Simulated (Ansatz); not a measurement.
# Na on Cu(100): change of the work function, part 3 of 3

Wanted: Δφ(θ) for Na/Cu(100), starting from the hollow site.

Ansatz 0.2.0; plane-wave DFT, PBE, Ansatz PAW.

So far, work function, upper face (eV): step 2 (the clean slab) 4.57; step 3 (37 atoms, coverage 0.111 ML, cell 3x3) 2.68.

## Step 4: Adsorbate added, k-mesh 6×6×1, coverage 0.25 ML

System of this step: Na/Cu(100). The cell holds 17 atoms: 16 Cu and 1 Na. Its edges and angles: a = 5.105 Å, b = 5.105 Å, c = 25.901 Å, α = 90.0°, β = 90.0°, γ = 90.0°. Vacuum lies along c.

Another coverage, to see how the dipoles act on each other as their distance changes.

input.yaml reads:

```yaml
crystal:
  lattice:
    - [5.1053109602, 0.0, 0.0]
    - [0.0, 5.1053109602, 0.0]
    - [0.0, 0.0, 25.9005470111]
  atoms:
    - { symbol: Cu, position: [0.25, 0.25, 0.3474830086] }
    - { symbol: Cu, position: [0.0, 0.0, 0.4171726565] }
    - { symbol: Cu, position: [0.25, 0.25, 0.4880719283] }
    - { symbol: Cu, position: [0.0, 0.0, 0.5566666002] }
    - { symbol: Cu, position: [0.25, 0.75, 0.3474830086] }
    - { symbol: Cu, position: [0.0, 0.5, 0.4171726565] }
    - { symbol: Cu, position: [0.25, 0.75, 0.4880719283] }
    - { symbol: Cu, position: [0.0, 0.5, 0.5566666002] }
    - { symbol: Cu, position: [0.75, 0.25, 0.3474830086] }
    - { symbol: Cu, position: [0.5, 0.0, 0.4171726565] }
    - { symbol: Cu, position: [0.75, 0.25, 0.4880719283] }
    - { symbol: Cu, position: [0.5, 0.0, 0.5566666002] }
    - { symbol: Cu, position: [0.75, 0.75, 0.3474830086] }
    - { symbol: Cu, position: [0.5, 0.5, 0.4171726565] }
    - { symbol: Cu, position: [0.75, 0.75, 0.4880719283] }
    - { symbol: Cu, position: [0.5, 0.5, 0.5566666002] }
    - { symbol: Na, position: [0.25, 0.25, 0.6525169914] }
kpoints:
  mp_grid: { grid: [6, 6, 1] }
hamiltonian:
  xc: pbe
scf:
  occupations: { method: fermi_dirac, width: 0.1 }
  convergence: { dr2_threshold: 1.0e-08 }
efield:
  axis: 3
  dipole_correction: true
  ramp_position: 0.97
  ramp_width: 0.06
relax:
  f_tol: 0.02
  max_steps: 60
  constraints: [{ sites: [0, 1, 4, 5, 8, 9, 12, 13] }]
output:
  dos: { projected: true, e_range: [-8, 4] }
  write_potential: true
  write_density: true
  volumetric_format: npy
  elf: true
```

The run is started by

```console
> ansatz run input.yaml --threads 4 --pin off --max-ram 16384MiB --backend cpu --events-out ev --progress --plain --runs-dir out
```

What it wrote:

```text
[...]
Crystal: 17 atoms, lattice volume = 675.077 Å³
Basis set: ecut = 420 eV, 13199 PW (Γ), exchange–correlation on 72×72×360 points (8 copies of the dense FFT grid, shifted against one another)
Bands: 188, of which v1, the nominal top of the filled ones, is band 157 counted from 1 (156 counted from 0)
Symmetry: 8 space group operations
[...]
k-points: 10 of 36
[...]
SCF iter   1: F=—  HF=-107484.924051 eV  |F-HF|=—  |Δ(HF+E_count)|=         —  Δρ=1.90e-3  dr2=1.30e-1  ethr=1.77e-3  p=0.358 e·Å  D=9.60e-2 V/Å  ΔV_dip=-2.49 eV  dr2_dipole=2.97e-2  V_vac-E_F(+/−)=2.00/4.49 eV  ⟨swp⟩=7.9  Hψ=8111  notcnv=0  defer=93
[...]
SCF iter  13: F=-107484.933540 eV  HF=-107484.933540 eV  |F-HF|=4.41e-9  |Δ(HF+E_count)|=   6.65e-8  Δρ=6.91e-7  dr2=3.77e-9  ethr=3.19e-12  p=0.363 e·Å  D=9.73e-2 V/Å  ΔV_dip=-2.52 eV  dr2_dipole=4.71e-11  V_vac-E_F(+/−)=2.01/4.53 eV  ⟨swp⟩=17.9  Hψ=15233  notcnv=0
SCF 1 converged in 13 iterations: F = -107484.933540 eV  dr2 = 3.77e-9
[...]
relax step   1: F+E_penalty+E_count = -107484.93354037 eV  Δ(F+E_penalty+E_count) = +0.000e0 eV  max|allowed force component| = 3.370e-1 eV/Å  Δτ_max = 0.0000 Å  (13 SCF iters, accepted)
[...]
SCF iter   9: F=-107484.954591 eV  HF=-107484.954591 eV  |F-HF|=4.89e-8  |Δ(HF+E_count)|=   2.00e-8  Δρ=1.12e-6  dr2=7.70e-9  ethr=3.19e-12  p=0.366 e·Å  D=9.80e-2 V/Å  ΔV_dip=-2.54 eV  dr2_dipole=6.95e-11  V_vac-E_F(+/−)=1.99/4.53 eV  ⟨swp⟩=12.1  Hψ=13835  notcnv=0
SCF 2 converged in 9 iterations: F = -107484.954591 eV  dr2 = 7.70e-9
relax step   2: F+E_penalty+E_count = -107484.95459101 eV  Δ(F+E_penalty+E_count) = -2.105e-2 eV  max|allowed force component| = 2.367e-1 eV/Å  Δτ_max = 0.0615 Å  (9 SCF iters, accepted)
SCF iter   1: F=—  HF=-107484.971420 eV  |F-HF|=—  |Δ(HF+E_count)|=         —  Δρ=9.50e-4  dr2=9.45e-3  ethr=3.89e-5  p=0.366 e·Å  D=9.80e-2 V/Å  ΔV_dip=-2.54 eV  dr2_dipole=3.39e-4  V_vac-E_F(+/−)=2.00/4.54 eV  ⟨swp⟩=5.1  Hψ=4634  notcnv=0  defer=151
[...]
SCF iter  11: F=-107484.970417 eV  HF=-107484.970417 eV  |F-HF|=1.06e-8  |Δ(HF+E_count)|=   8.01e-8  Δρ=1.02e-6  dr2=7.28e-9  ethr=3.19e-12  p=0.367 e·Å  D=9.83e-2 V/Å  ΔV_dip=-2.55 eV  dr2_dipole=4.94e-10  V_vac-E_F(+/−)=1.99/4.54 eV  ⟨swp⟩=14.1  Hψ=13487  notcnv=0
SCF 3 converged in 11 iterations: F = -107484.970417 eV  dr2 = 7.28e-9
relax step   3: F+E_penalty+E_count = -107484.97041722 eV  Δ(F+E_penalty+E_count) = -1.583e-2 eV  max|allowed force component| = 7.848e-2 eV/Å  Δτ_max = 0.1482 Å  (11 SCF iters, accepted)
SCF iter   1: F=—  HF=-107484.971579 eV  |F-HF|=—  |Δ(HF+E_count)|=         —  Δρ=2.89e-4  dr2=8.74e-4  ethr=1.49e-6  p=0.367 e·Å  D=9.83e-2 V/Å  ΔV_dip=-2.55 eV  dr2_dipole=9.67e-5  V_vac-E_F(+/−)=1.99/4.53 eV  ⟨swp⟩=3.7  Hψ=4021  notcnv=0  defer=163
[...]
SCF iter   9: F=-107484.971589 eV  HF=-107484.971589 eV  |F-HF|=2.28e-8  |Δ(HF+E_count)|=   4.69e-8  Δρ=7.32e-7  dr2=6.94e-9  ethr=3.19e-12  p=0.367 e·Å  D=9.84e-2 V/Å  ΔV_dip=-2.55 eV  dr2_dipole=9.47e-10  V_vac-E_F(+/−)=1.98/4.53 eV  ⟨swp⟩=11.2  Hψ=14065  notcnv=0
SCF 4 converged in 9 iterations: F = -107484.971589 eV  dr2 = 6.94e-9
relax step   4: F+E_penalty+E_count = -107484.97158940 eV  Δ(F+E_penalty+E_count) = -1.172e-3 eV  max|allowed force component| = 1.575e-2 eV/Å  Δτ_max = 0.0321 Å  (9 SCF iters, accepted)
[...]
WARN: The input density's exchange-correlation potential varies sharply where the density is thin. Do not read a vacuum level from v_tot or v_xc, or from such a field of the output density. On a cell that repeats whose density bears no net charge and no dipole along the vacuum's axis use v_es (v_loc + v_h of the components); under efield.dipole_correction with no amplitude use v_es + v_field, which holds any external [...]
SCF converged after 9 iterations
Free energy (F): -107484.971589 eV
[...]
Internal energy: -107484.763638 eV  (E = F + TS)
E sigma→0 (E₀):  -107484.867614 eV
Entropy (-TS):   -0.207951 eV (-12.232 meV/atom)
Fermi energy:    2.629788 eV
Dipole field:    D = 0.098465 V/Å  (p = 0.367344 e·Å, saw-weighted, corrected)
Work function:   Φ+ = 1.9846 eV   Φ− = 4.5349 eV
[...]
--- Forces (eV/Å), atoms counted from 1 ---
  atom   1  Cu     0.00000000     0.00000000     0.11978834
  atom   2  Cu     0.00450049     0.00450049    -0.12485810
  atom   3  Cu    -0.00000000     0.00000000     0.01422582
  atom   4  Cu     0.01390342     0.01390342    -0.00410073
  atom   5  Cu     0.00000000     0.00000000     0.12001733
  atom   6  Cu     0.00450049    -0.00450049    -0.12485810
  atom   7  Cu     0.00000000     0.00000000     0.00587843
  atom   8  Cu     0.01390342    -0.01390342    -0.00410073
  atom   9  Cu     0.00000000     0.00000000     0.12001733
  atom  10  Cu    -0.00450049     0.00450049    -0.12485810
  atom  11  Cu     0.00000000     0.00000000     0.00587843
  atom  12  Cu    -0.01390342     0.01390342    -0.00410073
  atom  13  Cu     0.00000000     0.00000000     0.11941028
  atom  14  Cu    -0.00450049    -0.00450049    -0.12485810
  atom  15  Cu     0.00000000     0.00000000     0.01575112
  atom  16  Cu    -0.01390342    -0.01390342    -0.00410073
  atom  17  Na     0.00000000     0.00000000    -0.00519059
  max |Σ_I F_I| component: 5.88e-5 eV/Å
--- Band table (eV; the first three rows and the last of 10) ---
  k-point 0: bands = [... 153 lower, 2.2436, 2.2638, 2.2826, 2.4548, 2.4996, 2.5906, 2.5906, 2.9478, ... 27 higher]
  k-point 1: bands = [... 153 lower, 1.8282, 2.4693, 2.5094, 2.6653, 2.7224, 2.8556, 3.1841, 3.9142, ... 27 higher]
  k-point 2: bands = [... 153 lower, 1.9776, 2.4554, 2.8475, 2.8572, 3.4901, 3.6011, 3.7234, 3.9701, ... 27 higher]
  k-point 9: bands = [... 153 lower, 1.4132, 1.4132, 1.4344, 2.6934, 2.7489, 2.7489, 2.8134, 4.4981, ... 27 higher]
--- Relaxed structure (4 steps of the walk, 4 accepted, 0 SCFs on fresh bases) ---
  F+E_penalty+E_count = -107484.97158940 eV   max|allowed force component| = 1.575e-2 eV/Å
  atoms:
    - { symbol: Cu, position: [0.25, 0.25, 0.3474830086] }
    - { symbol: Cu, position: [0.0, 0.0, 0.4171726565] }
    - { symbol: Cu, position: [0.25, 0.25, 0.488013] }
    - { symbol: Cu, position: [-0.00168989, -0.00168989, 0.557299] }
    - { symbol: Cu, position: [0.25, 0.750000, 0.3474830086] }
    - { symbol: Cu, position: [0.0, 0.5, 0.4171726565] }
    - { symbol: Cu, position: [0.25, 0.750000, 0.487857] }
    - { symbol: Cu, position: [-0.00168989, 0.501690, 0.557299] }
    - { symbol: Cu, position: [0.750000, 0.25, 0.3474830086] }
    - { symbol: Cu, position: [0.5, 0.0, 0.4171726565] }
    - { symbol: Cu, position: [0.750000, 0.25, 0.487857] }
    - { symbol: Cu, position: [0.501690, -0.00168989, 0.557299] }
    - { symbol: Cu, position: [0.750000, 0.750000, 0.3474830086] }
    - { symbol: Cu, position: [0.5, 0.5, 0.4171726565] }
    - { symbol: Cu, position: [0.750000, 0.750000, 0.487711] }
    - { symbol: Cu, position: [0.501690, 0.501690, 0.557299] }
    - { symbol: Na, position: [0.25, 0.25, 0.645659] }
```

The job ended after 3.4 min (4 threads of Arm Neoverse V1, shared host; peak memory 3.2 GiB; 13 min of CPU time).

Relaxation path:

```csv
step,energy less that of the first step (eV),largest force component (eV/Å)
1,0.0000,0.3370
2,-0.0211,0.2367
3,-0.0369,0.0785
4,-0.0380,0.0158
```

Forces are held to the 8 operations that the program found; a distortion that breaks them can't arise in this run.

The atoms that moved most (Å):

```csv
atom,dx,dy,dz,length
Na17,0.000,0.000,-0.178,0.178
Cu16,0.009,0.009,0.016,0.020
Cu8,-0.009,0.009,0.016,0.020
Cu12,0.009,-0.009,0.016,0.020
Cu4,-0.009,-0.009,0.016,0.020
Cu15,0.000,0.000,-0.009,0.009
Cu7,0.000,0.000,-0.006,0.006
Cu11,0.000,0.000,-0.006,0.006
```

Final coordinates:

```xyz
17
Lattice="5.1053 0.0000 0.0000 0.0000 5.1053 0.0000 0.0000 0.0000 25.9005" Properties=species:S:1:pos:R:3
Cu    1.2763    1.2763    9.0000
Cu    0.0000    0.0000   10.8050
Cu    1.2763    1.2763   12.6398
Cu   -0.0086   -0.0086   14.4344
Cu    1.2763    3.8290    9.0000
Cu    0.0000    2.5527   10.8050
Cu    1.2763    3.8290   12.6358
Cu   -0.0086    2.5613   14.4344
Cu    3.8290    1.2763    9.0000
Cu    2.5527    0.0000   10.8050
Cu    3.8290    1.2763   12.6358
Cu    2.5613   -0.0086   14.4344
Cu    3.8290    3.8290    9.0000
Cu    2.5527    2.5527   10.8050
Cu    3.8290    3.8290   12.6320
Cu    2.5613    2.5613   14.4344
Na    1.2763    1.2763   16.7229
```

Read from the output:

| Item | Value |
| --- | --- |
| energy at zero smearing | -107484.8676 eV |
| work function, upper face | 1.985 eV |
| work function, lower face | 4.535 eV |
| dipole along the normal | 0.3673 e·Å |
| step between the vacuum levels | -2.550 eV |

The density of states has structure finer than the step of the table below, so its rows give means over 0.25 eV. Peaks (eV: height): -2.770: 108, -2.470: 82.5, -2.320: 122, -1.950: 83.0, -1.800: 91.7, -1.680: 101, -1.530: 107.

Density of states against energy, zero at the Fermi level; means over each step:

```csv
energy (eV),density of states (states/eV a cell)
-7.75,1.11
-7.50,1.18
-7.25,1.37
-7.00,2.53
-6.75,2.82
-6.50,2.15
-6.25,2.51
-6.00,2.94
-5.75,3.80
-5.50,3.60
-5.25,5.29
-5.00,6.99
-4.75,11.9
-4.50,17.6
-4.25,25.0
-4.00,38.3
-3.75,27.3
-3.50,34.9
-3.25,40.1
-3.00,42.3
-2.75,60.3
-2.50,50.7
-2.25,70.0
-2.00,69.0
-1.75,83.3
-1.50,53.6
-1.25,12.4
-1.00,6.58
-0.75,5.96
-0.50,4.81
-0.25,5.84
0.00,7.21
0.25,7.16
0.50,4.35
0.75,5.99
1.00,6.51
1.25,4.19
1.50,6.11
1.75,6.78
```

Projected DOS per atom over height of the atomic layer and energy from the Fermi level. Layers: Cu4 Cu4 Cu4 Cu4 Na from below.

Ten even steps from '_' (0.00 states/eV) to '@' (5.77 states/eV), each cell a mean:
```
__________
__________
________..
__________
__________
__________
__________
++------__
@@****@@__
%%++++##__
++++++##__
--++====__
::----::__
..====..__
__::::..__
__________
__________
__________
__________
__________
__________
__________
```
Columns: height of the atomic layer (Å) from 9 to 16.7 (not evenly spaced); rows upwards: energy from the Fermi level (eV) from -7.96 to 1.95.

ELF in the ca plane at fractional y = 0.250, with atoms of Cu and Na within 0.2 Å of it. It is the smooth field of the valence electrons, not physical close to the nuclei.

Ten even steps from '0' (0.00) to '9' (0.80), each cell a mean:
```
22222233223322223322333321011221100000000000
11223222223222322333333332222211000000000000
11368422222226842233332222221110000000000000
11389422222237952233322222221110000000000000
11245322223224532233333322222111000000000000
12222223223322222332333322111221100000000000
22222333223332223322334210000122100000000000
22222233223322223332333001100012210000000000
11223222223222322333331146620012211000000000
11368422222226842233330365650002321000000000
11389422222237952233320464661002321000000000
11245322223224532233331267740012221000000000
12222223223322222333332023300012210000000000
22222333223332223322333100000122110000000000
```
Columns run along c (16.0 Å, from fractional 0.29 to 0.91 of the cell), rows up along a (5.1 Å). Atoms in or near the plane, at fractional coordinates: Cu at (0.35, 0.25), Cu at (0.49, 0.25), Cu at (0.35, 0.75), Cu at (0.49, 0.75), Na at (0.65, 0.25).

Electrostatic potential energy in the ca plane at fractional y = 0.250, with atoms of Cu and Na within 0.2 Å of it. With pseudopotentials it is smooth inside the atoms' cores, unlike the true potential.

Values in eV, 8 rows by 16 columns, each cell a mean:
```
  3 -12   1   3  -2  -9   3   4   6   5   5   5   5   5   5   6
 -6 -48  -9   5 -23 -41   3   6   6   6   5   5   5   5   5   6
 -3 -40  -6   4 -18 -34   3   6   6   6   5   5   5   5   5   6
  4  -3   3   2   1  -1   3   4   5   4   4   5   5   5   5   6
  3 -12   1   3  -2  -9   3   4   1  -5   2   5   5   5   5   6
 -6 -48  -9   5 -23 -41   3   5 -11 -39   0   4   5   5   5   6
 -3 -40  -6   4 -18 -34   3   5  -7 -29   1   4   5   5   5   6
  4  -3   3   2   1  -1   3   4   3   0   3   5   5   5   5   6
```
Columns run along c (16.0 Å, from fractional 0.29 to 0.91 of the cell; values clipped at the 3rd and 97th percentile), rows up along a (5.1 Å). Atoms in or near the plane, at fractional coordinates: Cu at (0.35, 0.25), Cu at (0.49, 0.25), Cu at (0.35, 0.75), Cu at (0.49, 0.75), Na at (0.65, 0.25).

Valence density in the ca plane at fractional y = 0.250, with atoms of Cu and Na within 0.2 Å of it. It is the smooth field of the valence electrons, not physical close to the nuclei.

Ten steps, logarithmic in the rise over the least value, from '0' (0 e/Å³) to '9' (43 e/Å³), each cell a mean:
```
00011100010011110000000000000000000000000000
00244310000124431000000000000000000000000000
01489620000148962000000000000000000000000000
01599620000148972000000000000000000000000000
00367410000136741000000000000000000000000000
00122110000012211000000000000000000000000000
00001000110001100011000000000000000000000000
00011100000011110000000000000000000000000000
00244310000124431000000023200000000000000000
01489620000148962000000157620000000000000000
01599620000148972000000267620000000000000000
00367410000136751000000145410000000000000000
00122110000012211000000001000000000000000000
00001000110001110011000000000000000000000000
```
Columns run along c (16.0 Å, from fractional 0.29 to 0.91 of the cell), rows up along a (5.1 Å). Atoms in or near the plane, at fractional coordinates: Cu at (0.35, 0.25), Cu at (0.49, 0.25), Cu at (0.35, 0.75), Cu at (0.49, 0.75), Na at (0.65, 0.25).

The relaxation took 4 steps and lowered the energy by 0.038 eV; the largest force on the free atoms ends at 0.016 eV/Å.

By hand: a sheet of dipoles makes a step −p/(ε₀A) in the electron's potential. With e/ε₀ = 180.95 V·Å, p = 0.3673 e·Å and A = 26.06 Å², that is −180.95 × (0.3673) / 26.06 = -2.550 eV, and the two vacuum levels of the run differ by -2.550 eV.

The covered face has 1.98 eV, -2.59 eV against the clean one; the bare back face has moved by -0.05 eV, a measure of how thin the slab is.

## Step 5: The covered slab, k-mesh 6×6×1, coverage 0.5 ML

System of this step: Na/Cu(100). The cell holds 18 atoms: 16 Cu and 2 Na. Its edges and angles: a = 5.105 Å, b = 5.105 Å, c = 25.901 Å, α = 90.0°, β = 90.0°, γ = 90.0°. Vacuum lies along c.

Another coverage, to see how the dipoles act on each other as their distance changes.

input.yaml: that of step 4 with these lines changed.

```diff
@@ -23,2 +23,3 @@
     - { symbol: Na, position: [0.25, 0.25, 0.6525169914] }
+    - { symbol: Na, position: [0.75, 0.75, 0.6525169914] }
 kpoints:
```

What it wrote:

```text
[...]
Crystal: 18 atoms, lattice volume = 675.077 Å³
Basis set: ecut = 420 eV, 13199 PW (Γ), exchange–correlation on 72×72×360 points (8 copies of the dense FFT grid, shifted against one another)
Bands: 194, of which v1, the nominal top of the filled ones, is band 161 counted from 1 (160 counted from 0)
Symmetry: 16 space group operations
[...]
- { symbol: Cu, position: [0, 0.5, 0.557385] }
[...]
- { symbol: Cu, position: [0.750000, 0.750000, 0.3474830086] }
    - { symbol: Cu, position: [0.5, 0.5, 0.4171726565] }
    - { symbol: Cu, position: [0.750000, 0.750000, 0.487852] }
    - { symbol: Cu, position: [0.5, 0.5, 0.557385] }
    - { symbol: Na, position: [0.25, 0.25, 0.648470] }
    - { symbol: Na, position: [0.750000, 0.750000, 0.648470] }
[key lines of the parts left out:]
SCF converged after 8 iterations
Free energy (F): -108971.821428 eV
Fermi energy:    2.719084 eV
Dipole field:    D = 0.072812 V/Å  (p = 0.271642 e·Å, saw-weighted, corrected)
Work function:   Φ+ = 2.6254 eV   Φ− = 4.5113 eV
```

It took 3.8 min on 4 threads; peak memory 3.3 GiB.

The steps of the relaxation:

```csv
step,energy less that of the first step (eV),largest force component (eV/Å)
1,0.0000,0.1750
2,-0.0158,0.1178
3,-0.0272,0.0231
4,-0.0275,0.0034
```

Forces are held to the 16 operations that the program found; a distortion that breaks them can't arise in this run.

The atoms that moved most (Å):

```csv
atom,dx,dy,dz,length
Na18,0.000,0.000,-0.105,0.105
Na17,0.000,0.000,-0.105,0.105
Cu4,0.000,0.000,0.019,0.019
Cu16,0.000,0.000,0.019,0.019
Cu8,0.000,0.000,0.019,0.019
Cu12,0.000,0.000,0.019,0.019
Cu7,0.000,0.000,-0.009,0.009
Cu11,0.000,0.000,-0.009,0.009
```

The relaxed structure:

```cif
data_structure
_symmetry_space_group_name_H-M 'P 1'
_symmetry_Int_Tables_number 1
_cell_length_a 5.1053
_cell_length_b 5.1053
_cell_length_c 25.9005
_cell_angle_alpha 90.000
_cell_angle_beta 90.000
_cell_angle_gamma 90.000
_cell_volume 675.08
loop_
_atom_site_label
_atom_site_type_symbol
_atom_site_fract_x
_atom_site_fract_y
_atom_site_fract_z
_atom_site_occupancy
Cu1 Cu 0.25000 0.25000 0.34748 1
Cu2 Cu 0.00000 0.00000 0.41717 1
Cu3 Cu 0.25000 0.25000 0.48785 1
Cu4 Cu 0.00000 0.00000 0.55739 1
Cu5 Cu 0.25000 0.75000 0.34748 1
Cu6 Cu 0.00000 0.50000 0.41717 1
Cu7 Cu 0.25000 0.75000 0.48774 1
Cu8 Cu 0.00000 0.50000 0.55739 1
Cu9 Cu 0.75000 0.25000 0.34748 1
Cu10 Cu 0.50000 0.00000 0.41717 1
Cu11 Cu 0.75000 0.25000 0.48774 1
Cu12 Cu 0.50000 0.00000 0.55739 1
Cu13 Cu 0.75000 0.75000 0.34748 1
Cu14 Cu 0.50000 0.50000 0.41717 1
Cu15 Cu 0.75000 0.75000 0.48785 1
Cu16 Cu 0.50000 0.50000 0.55739 1
Na17 Na 0.25000 0.25000 0.64847 1
Na18 Na 0.75000 0.75000 0.64847 1
```

Running mean over 1.805 Å of the planar mean; the ramp of the sawtooth is left out. Electron's electrostatic potential energy less the Fermi level against z:

```csv
z (Å),electron's electrostatic potential energy less the Fermi level (eV)
4,4.51
5,4.51
6,4.47
7,4.04
8,-1.48
9,-8.32
10,-8.74
11,-8.76
12,-8.62
13,-8.81
14,-8.69
15,-6.12
16,-0.971
17,-2.26
18,0.562
19,2.17
20,2.53
21,2.61
22,2.62
```

The relaxation took 4 steps and lowered the energy by 0.028 eV; the largest force on the free atoms ends at 0.0034 eV/Å.

The covered face has 2.63 eV, -1.95 eV against the clean one; the bare back face has moved by -0.07 eV, a measure of how thin the slab is.

## Step 6: Work function against coverage

This step: plane-wave DFT, PBE, Ansatz PAW; work function against coverage (Ansatz 0.2.0).

The runs are now put side by side.

This step gave:

| Property | Result |
| --- | --- |
| work function of the clean face | 4.571 eV |
| largest change of the work function | -2.586 eV |

The work function of the covered face by coverage:

```csv
coverage (adsorbates/nm²),work function of the covered face (eV)
0.00,4.57
1.71,2.68
3.84,1.98
7.67,2.63
```

The dipole per adsorbate comes from the change of the cell's dipole. Coverage, by row:

```csv
coverage (1/nm²),coverage (ML),work function (eV),change (eV),"dipole per adsorbate, positive end outwards (debye)",mean height of the added atoms over the highest substrate atom (Å)
1.705,0.1111,2.68,-1.891,2.913,2.302
3.837,0.25,1.985,-2.586,1.757,2.289
7.673,0.5,2.625,-1.945,0.648,2.359
```

## Step 7: Outcome

```yaml
work_function_of_the_clean_face: 4.57 eV
work_function_at_0p11_ml: 2.68 eV
work_function_at_0p25_ml: 1.98 eV
work_function_at_0p5_ml: 2.63 eV
dipole_per_adsorbate_at_0p11_ml_positive_end_outwards: 2.91 D
```

**Reading.** Na lowers the work function of Cu(100) at the lowest coverage, by 1.89 eV: the adsorbate layer has its positive end outwards. The dipole per adsorbate falls from 2.91 to 0.65 D as the layer fills. Neighbouring dipoles depolarise each other, and heights and bonding change with coverage too. The work function passes a minimum near 0.25 ML among the coverages run and rises again. The slab has 4 layers, at the tabulated experimental lattice constant, one starting site was run, and quantum-size effects of a slab this thin can reach one or two tenths of an eV.

[Long decimals in the printed logs are rounded to 6 places.]

[Logs are printed without paths, hosts, clocks, repeated set-up lines and the standing remarks that a program may print on its own settings, such as how far it seeks lower states.]

[Hosts, paths, dates, database ids (printed as entryN), source tags and the programs' standing remarks are cut or masked in the printed files.]

[Maps of the electrostatic potential energy from Ansatz leave out the sawtooth potential of an applied field or a dipole correction, so their vacuum need not be flat; planar profiles and work functions include it.]
